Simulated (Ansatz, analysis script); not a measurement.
## FePt (Tetraferroplatinum): energy less the state without spin against total moment, fitted and tested on a withheld row

System: FePt (Tetraferroplatinum), 1 Fe and 1 Pt in the cell, space group P4/mmm. Cell as run: a = 2.724, b = 2.724, c = 3.720 Å, angles 90.0, 90.0, 90.0°, 2 atoms. From the study “FePt (Tetraferroplatinum): energy against the total moment”.

Method: Free energy against the fixed total moment and moment against field, from collinear runs; PBE, norm-conserving (analysis script 1). Settings shared by all rows: cutoff 1224.51 eV, 14×14×10 k-mesh, Fermi-Dirac occupations, smearing width 0.1 eV. Among the fixed moments, E(M) falls 692 meV below the state without spin and is lowest near 3.273 μB on this grid. I·N/2 = 2.0 is over 1, so the state without spin is unstable to a uniform moment.

The table, with one value held back:

| total moment (μB/cell) | energy less the state without spin (meV/cell) |
| --- | --- |
| 0 | 0.0 |
| 0.364 | -14.9 |
| 0.727 | ? |
| 1.091 | -119.2 |
| 1.455 | -205.3 |
| 1.818 | -310.7 |
| 2.182 | -429.2 |
| 2.545 | -547.5 |
| 2.909 | -646.4 |
| 3.273 | -691.7 |
| 3.636 | -642.4 |
| 4 | -458.4 |

What energy less the state without spin should the row at total moment = 0.727 μB/cell hold? Fit a suitable law to the other rows.

**Law.** Time reversal makes the energy even in the moment, so it is expanded as a Landau series from the state without spin. In symbols, E = c2 M² + c4 M⁴ + c6 M⁶, with energy less the state without spin in meV/cell.

**Fit.** Least squares on 10 rows gives c2 = -100.391, c4 = 1.0664 and c6 = 0.21394.

| total moment (μB/cell) | computed | fit | computed − fit |
| --- | --- | --- | --- |
| 0.364 | -14.9 | -13.28 | -1.62 |
| 1.091 | -119.2 | -117.62 | -1.58 |
| 1.455 | -205.3 | -205.72 | 0.42 |
| 1.818 | -310.7 | -312.43 | 1.73 |
| 2.182 | -429.2 | -430.71 | 1.51 |
| 2.545 | -547.5 | -547.37 | -0.13 |
| 2.909 | -646.4 | -643.53 | -2.87 |
| 3.273 | -691.7 | -690.06 | -1.64 |
| 3.636 | -642.4 | -646.48 | 4.08 |
| 4 | -458.4 | -456.96 | -1.44 |

The quadratic term is negative, so within this fit the state without spin is unstable against a small uniform moment.

**Prediction.** At total moment = 0.727 μB/cell the law predicts -52.73 meV/cell. The computed value is -55.5 meV/cell, 2.77 below the prediction. The row lies between fitted rows, so this is an interpolation. The miss is 1.4 times the rms residual of the fit, 2.01.

[Hosts, paths, dates, database ids (printed as entryN), source tags and the programs' standing remarks are cut or masked in the printed files.]
